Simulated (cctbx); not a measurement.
## Interatomic vectors of CaAl4Pt6

Space group P-3m1 (no. 164), a = 6.7240 Å, b = 6.7240 Å, c = 5.7030 Å, α = 90.00°, β = 90.00°, γ = 120.00°, content Pt6 Ca1 Al4.

The data are simulated with cctbx, not measured: Ag Kα, λ = 0.56087 Å, to d = 0.75 Å, 95 % of the full sphere, strongest reflection 40000 counts, noise from counting, a 4 % proportional error and a noise floor of 8 counts (s.d.); no absorption.

Patterson synthesis, origin scaled to 1000:

```text
Patterson group P -3 m 1
      u       v       w   height  length (A)
  0.000   0.000   0.000   1000.0     0.00
  0.000   0.500   0.500    466.8     4.41
  0.000   0.437   0.000    313.3     2.94
  0.000   0.500   0.000    257.9     3.36
  0.000   0.000   0.500    244.7     2.85
  0.043   0.522   0.213     41.1     3.58
  0.146   0.293   0.337     34.6     2.57
  0.191   0.381   0.818     33.5     2.45
  0.000   0.000   0.322     32.3     1.84
  0.147   0.293   0.661     30.4     2.58
  0.190   0.380   0.178     28.3     2.43
  0.028   0.472   0.312     24.1     3.56
  0.001   0.163   0.040     22.2     1.12
  0.040   0.080   0.177     18.6     1.11
```

**Question.** Which atom pairs make the peaks, and where is the heaviest atom?

A peak at u stands for all pairs with xi − xj = u, with weight Σ ZiZj against Σ Z² = 37580 at the origin. Peak heights follow these weights only roughly, since form factors, motion and series ripples differ, all vectors within 0.55 Å of a peak are counted as merged into it though the farther ones add only part of their weight, and F(000) is left out, which lowers the whole map:

| u | v | w | shortest length (Å) | height | 1000 ΣZiZj/ΣZ² | pairs in the cell |
| --- | --- | --- | --- | --- | --- | --- |
| 0.000 | 0.500 | 0.500 | 4.41 | 467 | 648 | 4 × Pt–Pt |
| 0.000 | 0.437 | 0.000 | 2.94 | 313 | 324 | 2 × Pt–Pt |
| 0.000 | 0.500 | 0.000 | 3.36 | 258 | 648 | 4 × Pt–Pt |
| 0.000 | 0.000 | 0.500 | 2.85 | 245 | 971 | 6 × Pt–Pt |

The table stops at ten peaks or at a height of 45, below which ripples compete. In the model behind the data Pt, the heaviest element, has 1 independent site: (0.0409, 0.5204, 0.7512), up to an allowed shift of origin; the Pt–Pt vectors are differences of these positions and their symmetry mates. The whole model:

| atom | mult. | x | y | z | Ueq (Å²) |
| --- | --- | --- | --- | --- | --- |
| Pt1 | 6 | 0.0409 | 0.5204 | 0.7512 | 0.0078 |
| Ca1 | 1 | 0 | 0 | 1/2 | 0.0110 |
| Al1 | 2 | 1/3 | 2/3 | 0.0747 | 0.0178 |
| Al2 | 2 | 2/3 | 1/3 | 0.5754 | 0.0129 |

The model is made up (kin elements in a known structure type, no relaxation), so it says nothing on whether the phase exists.

[Logs are printed without paths, hosts, clocks, repeated set-up lines and the standing remarks that a program may print on its own settings, such as how far it seeks lower states.]
